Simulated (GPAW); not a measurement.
**LiH (Fm-3m): how ε∞ follows the gap**

The empty bands of LiH (Fm-3m) are shifted up rigidly by Δ, and ε∞ is computed for each shift.

The structure is cubic, space group Fm-3m (No. 225). Conventional cell: a = 4.074 Å, b = 4.074 Å, c = 4.074 Å, α = 90.00°, β = 90.00°, γ = 90.00°. Around Li on site a lie 6 H at 2.04 Å. H on site b is surrounded by 6 Li at 2.04 Å.

Method: GPAW 26.7.0, PBE, RPA, k-mesh 15×15×15, local fields up to 50 eV, Lorentzian half width 0.15 eV.

Launch of the response step: `OMP_NUM_THREADS=1 python df.py`. The series took 34 s in all, its band step included, on 1 thread of Arm Neoverse V1, on a shared host.

| Δ (eV) | ε∞ |
| --- | --- |
| 0.00 | 3.880 |
| 0.40 | 3.696 |
| 0.80 | 3.537 |
| 1.20 | 3.398 |
| 1.60 | 3.276 |
| 2.00 | ? |

With one effective transition at E₀ and fixed dipole strength, ε∞ − 1 = A/(E₀ + Δ), so 1/(ε∞ − 1) is linear in Δ.

Working, on the rows shown:

| x = Δ (eV) | y = 1/(ε∞ − 1) |
| --- | --- |
| 0 | 0.347222 |
| 0.4 | 0.37092 |
| 0.8 | 0.394166 |
| 1.2 | 0.417014 |
| 1.6 | 0.439367 |

Means: x̄ = 0.8, ȳ = 0.39374. Σ(x − x̄)(y − ȳ) = 0.09215, Σ(x − x̄)² = 1.6. Slope = 0.09215 / 1.6 = 0.0576; intercept = ȳ − slope · x̄ = 0.34766. Turned back into ε∞, the line misses the rows shown by at most 0.0036.

Q: Fill in the last column of the withheld row.

A: At x = 2 the line gives y = 0.46285, that is 3.161. The run gave 3.166, so the extrapolation is off by 0.0055, 0.8 % of the range in the table.

Refitted with all rows, the slope is 0.05718 and the intercept 0.34788. These give E₀ = intercept/slope = 6.1 eV, far above the least direct gap of 3.10 eV: most of the screening comes from transitions well over the edge. Over the first step ε∞ falls by 12 % per eV. The cell comes from an older database entry, whose edges can be off by a per cent or so. Excitons are left out; PBE gaps are as a rule too small. The values come from a sum over the points of one k-mesh and carry its error, which grows as the direct gap shrinks. The local-field cutoff holds few shells of reciprocal vectors for this small cell, so ε∞ can read a few per cent high.
